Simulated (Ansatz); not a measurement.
# PN (hypothetical, Fm-3m): a volume series of phonon spectra, part 2 of 4

Wanted: mode Grüneisen parameters of PN (hypothetical) and a free-energy fit over volumes. The crystal structure is hypothetical: it was made by swapping elements on a known structure type.

Ansatz 0.2.0; DFT PBE, scalar-relativistic, plane waves, PAW.

So far. Step 2 (A first coarse run): The start is under -14 GPa at this level and looks like a metal on this mesh.

## (4) Relaxation

Phonons are second derivatives about a minimum, so cell and atoms are relaxed first, inside the symmetry of the start.

input.yaml

```yaml
crystal:
  lattice:
    - [1.5381634442, 0.8880590786, 2.5118686463]
    - [-1.5381634442, 0.8880590786, 2.5118686463]
    - [0.0, -1.7761181571, 2.5118686463]
  atoms:
    - { symbol: P, position: [0.5, 0.5, 0.5] }
    - { symbol: "N", position: [0.0, 0.0, 0.0] }
kpoints:
  mp_grid: { grid: [14, 14, 14] }
hamiltonian:
  xc: pbe
scf:
  occupations: { method: gaussian, width: 0.02 }
output:
  forces: true
  stress: true
  eigenvalues: true
  write_density: true
  write_potential: true
  elf: true
  volumetric_format: npy
relax:
  adjacent_minimum: "off"
  f_tol: 0.005
  max_steps: 80
  cell: { stress_tol: 0.05 }
```

Launch:

```bash
ansatz run input.yaml --threads 4 --pin off --max-ram 8192MiB --backend cpu --events-out ev --progress --plain --runs-dir out
```

Numbers of over 12 decimals in the logs are rounded to 6 here.

Output:

```text
Warning: 36 symmetry operations that the atoms keep within the bar at which the run's group was sought (crystal.symmetry.tolerance 1.0e-5, or twice it) were not taken beside the 12 unitary ones that the detection took (of a slab, those that keep its plane). If the more symmetric cell is meant, write the vectors of crystal.lattice to more decimals, or, with the positions in fractional coordinates, give it by lengths a [...]
[...]
Crystal: 2 atoms, lattice volume = 20.587 Å³
Basis set: ecut = 420 eV, 411 PW (Γ), exchange–correlation on 48×48×48 points (8 copies of the dense FFT grid, shifted against one another)
Bands: 9, of which v1, the nominal top of the filled ones, is band 5 counted from 1 (4 counted from 0)
Symmetry: 12 space group operations
[...]
k-points: 288 of 2744
[...]
SCF iter   1: F=—  HF=-1137.392947 eV  |F-HF|=—  |Δ(HF+E_count)|=         —  Δρ=1.90e-3  dr2=3.60e-4  ethr=1.77e-3  ⟨swp⟩=6.2  Hψ=20662  notcnv=0
[...]
SCF iter   6: F=-1137.393053 eV  HF=-1137.393053 eV  |F-HF|=4.32e-12  |Δ(HF+E_count)|=  5.43e-11  Δρ=1.94e-7  dr2=8.06e-12  ethr=1.61e-11  ⟨swp⟩=4.6  Hψ=13107  notcnv=0
SCF 1 converged in 6 iterations: F = -1137.393053 eV  dr2 = 8.06e-12
[...]
relax step   1: F+E_penalty+E_count = -1137.39305260 eV  Δ(F+E_penalty+E_count) = +0.000e0 eV  max|allowed force component| = 2.892e-30 eV/Å  Δτ_max = 0.0000 Å  P = +0.188 GPa  Ω = 20.587 Å³  (6 SCF iters, accepted)
Crystal: 2 atoms, lattice volume = 20.601 Å³
[...]
SCF iter   7: F=-1137.393026 eV  HF=-1137.393026 eV  |F-HF|=0.00e0  |Δ(HF+E_count)|=  2.27e-13  Δρ=4.55e-10  dr2=1.66e-17  ethr=1.00e-12  ⟨swp⟩=2.3  Hψ=7936  notcnv=0
SCF 2 converged in 7 iterations: F = -1137.393026 eV  dr2 = 1.66e-17
relax step   2: F+E_penalty+E_count = -1137.39302589 eV  Δ(F+E_penalty+E_count) = +2.670e-5 eV  max|allowed force component| = 8.546e-31 eV/Å  Δτ_max = 0.0000 Å  P = +0.059 GPa  Ω = 20.601 Å³  energy of the carried Pulay correction = -3.761e-5 eV  (7 SCF iters, accepted)
Crystal: 2 atoms, lattice volume = 20.608 Å³
[...]
SCF iter   7: F=-1137.393010 eV  HF=-1137.393010 eV  |F-HF|=4.55e-13  |Δ(HF+E_count)|=  4.55e-13  Δρ=2.17e-10  dr2=4.21e-18  ethr=1.00e-12  ⟨swp⟩=2.0  Hψ=7762  notcnv=0
SCF 3 converged in 7 iterations: F = -1137.393010 eV  dr2 = 4.21e-18
relax step   3: F+E_penalty+E_count = -1137.39301001 eV  Δ(F+E_penalty+E_count) = +1.588e-5 eV  max|allowed force component| = 7.231e-31 eV/Å  Δτ_max = 0.0000 Å  P = +0.000 GPa  Ω = 20.608 Å³  energy of the carried Pulay correction = -5.467e-5 eV  (7 SCF iters, accepted)
[...]
SCF iter   7: F=-1137.393042 eV  HF=-1137.393042 eV  |F-HF|=4.55e-13  |Δ(HF+E_count)|=  6.82e-13  Δρ=2.55e-10  dr2=1.19e-17  ethr=1.00e-12  ⟨swp⟩=1.3  Hψ=6540  notcnv=0
SCF 4 converged in 7 iterations: F = -1137.393042 eV  dr2 = 1.19e-17
relax step   4: F+E_penalty+E_count = -1137.39304220 eV  Δ(F+E_penalty+E_count) = -3.219e-5 eV  max|allowed force component| = 1.972e-31 eV/Å  Δτ_max = 0.0000 Å  P = +0.005 GPa  Ω = 20.608 Å³  stress off target by 5.16e-3 GPa  SCF on the basis re-selected at this cell (its energy is not comparable with the rows above)  (7 SCF iters)
basis re-selected at this cell: Δ(F+E_penalty+E_count) = -3.219e-5 eV, ΔP = +0.005 GPa vs the last step (what re-selecting the basis moved, of the pressure what is left beyond the Pulay correction that the steps carried, after the strain that the cell walked since its last selection, with what the two solves' SCF thresholds leave and, on support functions, any second-order correction that the steps lacked; it is no m [...]
SCF converged after 7 iterations
Free energy (F): -1137.393042 eV
[...]
Internal energy: -1137.393041 eV  (E = F + TS)
E sigma→0 (E₀):  -1137.393041 eV
Entropy (-TS):   -0.000002 eV (-0.001 meV/atom)
Fermi energy:    12.134261 eV
[...]
--- Stress (GPa, compression-positive) ---
        0.005160      -0.000000      -0.000000
       -0.000000       0.005160      -0.000000
       -0.000000      -0.000000       0.003487
  P = ⅓ Tr σ = 0.0046 GPa (0.046 kbar)
--- Band table (eV; the first three rows and the last of 288) ---
[...]
--- Relaxed structure (3 steps of the walk, 3 accepted, 1 SCFs on fresh bases) ---
[...]
cell:  # Å, volume = 20.6076 Å³
    - [1.538685, 0.888360, 2.512682]
    - [-1.538685, 0.888360, 2.512682]
    - [0, -1.776720, 2.512682]
  atoms:
    - { symbol: P, position: [0.5, 0.5, 0.5] }
    - { symbol: N, position: [0, 0, 0] }
```

It took 3.8 s on 4 threads of Arm Neoverse V2, shared host; peak memory 0.37 GiB.

Little changed from the start: no atom moved by 0.005 Å and no cell edge by 0.1 %.

Numbers from this step:

```yaml
pressure: 0.004602 GPa
volume_per_atom: 10.30 Å³
gap_on_the_k_mesh: 0.08752 eV
```

Valence density in the ac plane of the conventional cell at fractional y = 0.333, with atoms of P and N within 0.2 Å of it. It is the smooth field of the valence electrons, not physical close to the nuclei.

Ten steps, logarithmic in the rise over the least value, from '0' (0.1 e/Å³) to '9' (3.6 e/Å³), each cell a mean:
```
45554444444444
44444455666555
43334556545565
43234565302565
43334565434565
44344556655655
44444445555544
45555433333334
45555432111223
45555431000123
45555431000123
45555432222234
45554444444444
44444456677655
43334568999875
43234578999976
43334568999976
44444557888765
44444445555544
45555443333334
45555432111233
45555431000123
45555431000123
45555432222234
```
Columns run along a (3.1 Å), rows up along c (7.5 Å), edges of the conventional cell, whose origin can differ from the input's. Atoms in or near the plane, at fractional coordinates: P at (0.67, 0.83), N at (0.67, 0.33).

Electrostatic potential energy in the ac plane of the conventional cell at fractional y = 0.333, with atoms of P and N within 0.2 Å of it. With pseudopotentials it is smooth inside the atoms' cores, unlike the true potential.

Values in eV, 24 rows by 14 columns, each cell a mean:
```
 11  11  11  11  11  11  10   8   6   4   5   7   9  11
 10  12  12  12  11   8   4  -6 -16 -21 -18 -10   1   7
  8  11  12  12  10   3  -9 -32 -46 -51 -49 -38 -17  -1
  7  11  12  11   8  -1 -19 -46 -54 -54 -54 -51 -29  -7
  7  11  12  12   9   1 -15 -41 -52 -54 -54 -46 -24  -4
 10  11  12  12  10   6  -2 -18 -31 -37 -35 -23  -7   4
 11  12  12  12  11  10   8   3  -2  -5  -4   1   6   9
 12  11  10  11  11  12  11  10   9   9   9  10  11  12
 11  10  10  10  11  12  12  13  13  12  13  13  13  12
 10   8   8   8   9  11  12  13  13  13  13  13  12  11
  7   4   3   4   6   9  11  12  13  13  13  13  11   9
  4   0  -2   0   3   7  10  12  13  13  13  12  11   8
  5   2   0   1   4   8  10  12  12  12  12  12  11   9
  8   7   6   6   8  10  10   8   3  -1   1   6  10  10
 11  10  10  10  11  11   7 -11 -29 -38 -34 -18   2  10
 12  12  12  12  12  10   1 -28 -48 -54 -53 -36  -8   8
 12  12  11  11  12  10   3 -21 -41 -50 -47 -29  -4   9
 10   9   8   8   9  10   9   0 -11 -18 -14  -4   7  10
  7   4   3   3   6   9  10  11  10   9   9  10  11  10
  5   1  -1   0   3   7  10  12  12  13  13  12  11   8
  6   3   1   1   4   8  10  12  13  13  13  12  11   9
  8   7   6   6   8  10  11  13  13  13  13  13  12  11
 11  10   9   9  10  12  12  13  13  13  13  13  13  12
 11  10  10  10  11  12  12  12  12  11  11  12  12  12
```
Columns run along a (3.1 Å; values clipped at the 3rd and 97th percentile), rows up along c (7.5 Å), edges of the conventional cell, whose origin can differ from the input's. Atoms in or near the plane, at fractional coordinates: P at (0.67, 0.83), N at (0.67, 0.33).

ELF in the ac plane of the conventional cell at fractional y = 0.333, with atoms of P and N within 0.2 Å of it. It is the smooth field of the valence electrons, not physical close to the nuclei.

Ten even steps from '_' (0.02) to '@' (0.77), each cell a mean:
```
++******++====++******++====
==========++##%%%%%%%%%%%%**
++--::::==##@@%%==----##@@%%
++::....==%%@@++..____--%%@@
++::..::==##@@**::__..++@@%%
==------==**%%@@##****%%@@##
==++++++++==++####%%####**++
++**####++==----------------
++**####++--::............--
++**####++--::__________..--
**##%%##**==::..________::--
**%%%%%%##++--..........::==
**##%%##**++======++++======
++++**++++++**%%@@@@@@%%##++
==--------**%%@@@@##%%@@@@##
==::....--**@@@@**--==%%@@%%
==::::::--**@@@@##++**@@@@##
==========++##@@@@@@@@@@%%**
++**####**++++**######**++==
**##%%%%##++--::::--::::--==
**##%%%%##==--..______..::==
++######**==::__________..--
++**####++--::__________..--
++**####++--::....::::..::--
```
Columns run along a (3.1 Å), rows up along c (7.5 Å), edges of the conventional cell, whose origin can differ from the input's. Atoms in or near the plane, at fractional coordinates: P at (0.67, 0.83), N at (0.67, 0.33).

## (5) Tight relaxation

The relaxation is repeated with tighter thresholds on force and stress, since phonons are sensitive to what is left; a change of mesh or smearing in the input moves the cell too.

input.yaml

```yaml
crystal:
  lattice:
    - [1.53868453, 0.8883599276, 2.5126815271]
    - [-1.53868453, 0.8883599276, 2.5126815271]
    - [0.0, -1.7767198552, 2.5126815271]
  atoms:
    - { symbol: P, position: [0.5, 0.5, 0.5] }
    - { symbol: "N", position: [0.0, 0.0, 0.0] }
kpoints:
  mp_grid: { grid: [16, 16, 16] }
hamiltonian:
  xc: pbe
scf:
  occupations: { method: gaussian, width: 0.02 }
output:
  forces: true
  stress: true
  eigenvalues: true
relax:
  adjacent_minimum: "off"
  f_tol: 0.001
  max_steps: 60
  cell: { stress_tol: 0.01 }
```

Output:

```text
[...]
Crystal: 2 atoms, lattice volume = 20.608 Å³
Basis set: ecut = 420 eV, 411 PW (Γ), exchange–correlation on 48×48×48 points (8 copies of the dense FFT grid, shifted against one another)
Bands: 9, of which v1, the nominal top of the filled ones, is band 5 counted from 1 (4 counted from 0)
Symmetry: 12 space group operations
[...]
P = ⅓ Tr σ = -0.0010 GPa (-0.010 kbar)
--- Band table (eV; the first three rows and the last of 417) ---
[...]
--- Relaxed structure (3 steps of the walk, 3 accepted, 1 SCFs on fresh bases) ---
[...]
cell:  # Å, volume = 20.6039 Å³
    - [1.538597, 0.888309, 2.512519]
    - [-1.538597, 0.888309, 2.512519]
    - [0, -1.776618, 2.512519]
  atoms:
    - { symbol: P, position: [0.5, 0.5, 0.5] }
    - { symbol: N, position: [0, 0, 0] }
[key lines of the parts left out:]
SCF converged after 8 iterations
Free energy (F): -1137.393000 eV
Fermi energy:    12.173848 eV
```

Wall time 5.2 s (4 threads); peak memory 0.39 GiB.

Little changed from the start: no atom moved by 0.005 Å and no cell edge by 0.1 %.

This step gave:

- pressure: -0.001005 GPa
- gap on the k-mesh: 0 eV

The residual pressure is -0.0010 GPa, small enough for phonons.

## (6) Lattice dynamics at this volume, V/V0 1

Phonons at this volume give one point of F(V, T); meshes stay fixed along the series.

input.yaml

```yaml
crystal:
  lattice:
    - [1.5385965435, 0.8883091286, 2.5125189498]
    - [-1.5385965435, 0.8883091286, 2.5125189498]
    - [0.0, -1.7766182572, 2.5125189498]
  atoms:
    - { symbol: P, position: [0.5, 0.5, 0.5] }
    - { symbol: "N", position: [0.0, 0.0, 0.0] }
kpoints:
  mp_grid: { grid: [16, 16, 16] }
hamiltonian:
  xc: pbe
scf:
  occupations: { method: gaussian, width: 0.02 }
output:
  eigenvalues: true
phonons:
  method: dfpt
  qmesh: [4, 4, 4]
  temperatures: { t_max: 1000, t_step: 50 }
  qpath:
    path:
      - [[0.0, 0.0, 0.0], [0.5, 0.50000017, 1.7e-07], [0.62500004, 0.62500026, 0.25000022]]
      - [[0.75000013, 0.37500039, 0.37500026], [0.0, 0.0, 0.0], [0.50000009, 0.50000026, 0.50000017], [0.75000009, 0.50000035, 0.25000026], [0.5, 0.50000017, 1.7e-07]]
    npoints: 10
```

Output:

```text
[...]
Crystal: 2 atoms, lattice volume = 20.604 Å³
Basis set: ecut = 420 eV, 411 PW (Γ), exchange–correlation on 48×48×48 points (8 copies of the dense FFT grid, shifted against one another)
Bands: 9, of which v1, the nominal top of the filled ones, is band 5 counted from 1 (4 counted from 0)
Symmetry: 48 space group operations
k-points: 145 of 4096
[...]
SCF iter   1: F=—  HF=-1137.392894 eV  |F-HF|=—  |Δ(HF+E_count)|=         —  Δρ=1.87e-3  dr2=3.36e-4  ethr=1.77e-3  ⟨swp⟩=6.2  Hψ=10261  notcnv=0
[...]
SCF iter   6: F=-1137.393000 eV  HF=-1137.393000 eV  |F-HF|=2.50e-12  |Δ(HF+E_count)|=  5.00e-12  Δρ=1.64e-7  dr2=5.86e-12  ethr=1.00e-12  ⟨swp⟩=4.4  Hψ=6632  notcnv=0
SCF 1 converged in 6 iterations: F = -1137.393000 eV  dr2 = 5.86e-12
[...]
SCF iter   1: F=—  HF=-1137.393000 eV  |F-HF|=—  |Δ(HF+E_count)|=         —  Δρ=3.22e-7  dr2=2.15e-11  ethr=7.86e-9  ⟨swp⟩=3.8  Hψ=14679  notcnv=0
eigensolver tolerance schedule: the retry pair's looser diagonalisation over-reported the residual by 36541.20 of it (diagonalisation noise at 0.10 of the residual, at the tolerance the schedule requests for it); recorded, not acted on — ethr = c·dr2/N_el stays at c = 1.0e-1
[...]
SCF iter   6: F=-1137.393000 eV  HF=-1137.393000 eV  |F-HF|=2.27e-13  |Δ(HF+E_count)|=  4.55e-13  Δρ=2.19e-9  dr2=8.77e-16  ethr=1.00e-12  ⟨swp⟩=1.1  Hψ=3346  notcnv=0
SCF 2 converged in 6 iterations: F = -1137.393000 eV  dr2 = 8.77e-16
phonons: the bands overlap, so this run is a metal and interpolates without the dipole-dipole term. If the crystal is really an insulator or semiconductor, its LO-TO splitting is missing
NSCF: frozen V_eff on 145 k-points
[...]
DFPT response loops at q = (0, 0, 0) (fractional): preconditioner auto → Kerker (q_TF=auto, 2.419 Å⁻¹) (partly filled bands, converged f_vac=0.000); β = 1.00, the filter's whole step (`scf.mixing.beta` (0.50) is not read by the response loops under this deck's `scf.mixing.preconditioner`; to damp them name `kerker` or `kerker_dos`, under which they read `scf.mixing.beta`, and type it under 1.00, their step now; both keys bind the ground state too); Broyden in place of MSR1
[...]
SCF converged after 6 iterations
Free energy (F): -1137.393000 eV
[...]
Internal energy: -1137.392931 eV  (E = F + TS)
E sigma→0 (E₀):  -1137.392965 eV
Entropy (-TS):   -0.000069 eV (-0.035 meV/atom)
Fermi energy:    12.173848 eV
[...]
--- Band table (eV; the first three rows and the last of 145) ---
[...]
--- Phonons (Γ-DFPT): 2 representative perturbations + reference (Σ response iterations 6) ---
  ASR residual: 1.050e-4 → 0.000e0 eV/Å²; symmetrization residual: 3.613e-7 eV/Å²
  ASR residual per site (eV/Å²): 3.06e-5 1.05e-4
  Γ frequencies (cm⁻¹): -562.60 -562.60 -562.60 0.00 0.00 0.00
--- Phonons (arbitrary-q DFPT): 8 irreducible q on the 4×4×4 mesh ---
  q = [0.0000, 0.0000, 0.0000] (star 1, of the zone-centre solve; hermiticity 6.44e-8, symmetrization 7.59e-15): -562.60 -562.60 -562.60 -0.00 -0.00 0.00
  q = [0.0000, 0.0000, 0.2500] (star 8, 4 solved perturbations on 2176 of 4096 k-point pairs; hermiticity 5.38e-8, symmetrization 2.69e-8): -200.52 -200.52 160.87 160.87 207.93 398.80
[...]
sum rule: each row above includes the acoustic sum rule's correction from the zone centre's row sums; it moved no ω² by more than (1.43 cm⁻¹)²
  mesh force constants: q→R imaginary residual 1.71e-17; ASR residual 1.050e-4 → 0.000e0 eV/Å²; symmetrization residual 4.441e-15 eV/Å²
  interpolated dispersion: 62 rows × 6 modes
  density of states and harmonic sums: on the 24×24×24 q-mesh, interpolated from the force constants of a 4×4×4 supercell (no non-analytic term)
  largest difference from the sums on the solved wave vectors: F 1.65e-2 eV, S 2.58e-5 and C_V 9.29e-6 eV/K
  zero-point energy: 0.063520 eV/cell   skipped modes (ω ≤ 0): 935, of them read as no rigid motion or as one in doubt: 932 (2.251e0 modes/cell left out, lowest -562.60 cm⁻¹)   left out of the sums: 3.75e-1 of the cell's modes: C_V's classical limit lies that fraction below 3 k_B per atom; for a crystal, a wire or a layer, F and S can be off by more, and a phonons.interpolated_qmesh denser along its periods is the remedy for the sampling
```

Elapsed: 2.4 min, on 4 threads; peak memory 2 GiB; 9.5 min of CPU time.

This step gave:

```yaml
gamma_frequencies: -562.6, -562.6, -562.6, 0, 0, 0 cm⁻¹ (negative: imaginary)
lowest_frequency_on_the_path: -562.6 cm⁻¹
point_group: m-3m
highest_frequency: 506.3 cm⁻¹
```

No LO-TO term. Phonon branches along the path, in cm⁻¹:

```csv
point,branch 1,branch 2,branch 3,branch 4,branch 5,branch 6
Γ,-563,-563,-563,0,0,0
halfway,-478,-478,36,180,180,382
X,-487,-487,-482,260,260,370
halfway,-484,-437,-400,257,274,372
U,-493,-309,-140,245,312,361
jump to K,-493,-309,-140,245,312,361
halfway,-417,-98,208,224,231,432
Γ,-563,-563,-563,0,0,0
halfway,-200,-200,161,161,208,399
L,102,102,287,287,320,477
halfway,-307,-303,227,275,285,419
W,-472,-472,222,270,326,326
halfway,-484,-457,-270,249,292,367
X,-487,-487,-482,260,260,370
```

The phonon branches as a text plot (rows in cm⁻¹):

```
    482 |                                    *******
    438 |                      **                   ***
    393 |      **     **    ***             *          *       *
    349 |    **  *****  ****     *                      ** **** *
    304 |               *** *                  ****************
    260 |        ***************           * **   ***************
    215 |       *           *  ** **        **      **** ***
    171 |   ****           *     ***      * *
    126 |   *                    *  *    * *
     82 |  * **                   ** *  ****   ****         *
     37 | *    *                    **  *     *    *
     -7 |*                            **
    -51 |                                          *
    -96 |   *                **** **         *
   -140 |                 * *                       *
   -185 |       *                *          *                *
   -229 |                * *                         *
   -274 |        *
   -318 |               ***       **      **          *
   -363 |  *      **                *                  *      *
   -407 |              **       **        *             *
   -451 |    **     * **       *  ***    *               *******
   -496 | ***  ****************     **   *                 ******
   -540 |**                          ****
         Γ           X  U|K            Γ         L        W     X
```

Tetrahedra on 24 24 24, mean over bins of 10 cm⁻¹. The phonon density of states by wavenumber; read off at these points:

```csv
wavenumber (cm⁻¹),phonon density of states (1/cm⁻¹/cell)
-565,0
-535,2.3e-4
-505,4.2e-4
-475,0.0102
-465,0.0116
-445,0.00993
-425,0.00826
-395,0.00626
-365,0.00522
-335,0.00468
-305,0.00425
-275,0.00394
-245,0.00371
-215,0.00351
-185,0.00332
-165,0.00324
-135,0.00311
-105,0.00309
-75,0.00256
-45,0.00148
-15,0.00127
15,0.00124
45,0.00184
75,0.00291
105,0.00278
125,0.00302
155,0.00476
185,0.00764
215,0.0120
245,0.0205
255,0.0388
275,0.0159
285,0.0223
305,0.0124
335,0.00142
365,0.0136
385,0.00751
415,0.00696
445,0.00513
475,0.00325
505,2.4e-4
```

Phonopy on the run's constants, 21x21x21 mesh, Gaussian sigma 7.9 cm⁻¹. Modes against wavenumber; read off at these points; values in 1/cm⁻¹/cell:

```csv
wavenumber (cm⁻¹),N,P
-550.0,1.2e-4,5.3e-5
-525.0,2.4e-4,1.1e-4
-500.0,0.00150,7.2e-4
-475.0,0.00664,0.00327
-461.5,0.00799,0.00396
-450.0,0.00642,0.00319
-425.0,0.00561,0.00286
-400.0,0.00447,0.00239
-375.0,0.00337,0.00186
-350.0,0.00352,0.00202
-325.0,0.00242,0.00150
-300.0,0.00280,0.00187
-294.8,0.00316,0.00203
-275.0,0.00214,0.00141
-250.0,0.00193,0.00150
-225.0,0.00173,0.00158
-200.0,0.00199,0.00191
-175.0,0.00154,0.00159
-150.0,0.00138,0.00213
-125.0,0.00110,0.00193
-100.0,7.9e-4,0.00241
-75.0,8.1e-4,0.00186
-50.0,3.9e-4,0.00151
-25.0,3.1e-4,6.2e-4
0.0,1.0e-5,2.6e-5
25.0,1.6e-4,2.0e-4
50.0,9.2e-4,0.00167
75.0,0.00182,0.00209
100.0,0.00157,0.00162
125.0,0.00204,0.00116
150.0,0.00256,0.00172
175.0,0.00357,0.00271
200.0,0.00568,0.00412
225.0,0.00859,0.00687
250.0,0.0148,0.0123
253.7,0.0160,0.0133
275.0,0.0110,0.00727
300.0,0.00806,0.00732
325.0,0.00116,0.00242
350.0,0.00107,0.00338
364.8,0.00256,0.00782
371.8,0.00251,0.0084
375.0,0.00222,0.00795
400.0,0.00107,0.00613
425.0,0.00108,0.00557
450.0,7.6e-4,0.00406
475.0,4.6e-4,0.00259
500.0,1.8e-4,6.9e-4
525.0,0,0
```

No LO-TO term. Modes at Γ, with each element's share of the kinetic energy (negative means imaginary):

```csv
mode,frequency (cm⁻¹),symmetry,P %,N %
1,-562.6,T1u,31,69
2,-562.6,T1u,31,69
3,-562.6,T1u,31,69
4,0.0,T1u,69,31
5,0.0,T1u,69,31
6,0.0,T1u,69,31
```

Displacements in mode 1 (-562.6 cm⁻¹), the largest set to 1:
```
P1   0.00  0.07 -0.45
N2   0.00 -0.15  1.00
```

The lowest solved frequency is -563 cm⁻¹, so the cell is unstable here at these settings (gap near zero, smearing on, k-mesh not tested) and gives no valid free energy.

(Continued in part 3 of 4.)

[Logs are printed without paths, hosts, clocks, repeated set-up lines and the standing remarks that a program may print on its own settings, such as how far it seeks lower states.]

[Hosts, paths, dates, database ids (printed as entryN), source tags and the programs' standing remarks are cut or masked in the printed files.]

[A step with changed settings may run another functional than the one named; its input shows which.]

[Of the runs on displaced cells, only some may be shown.]
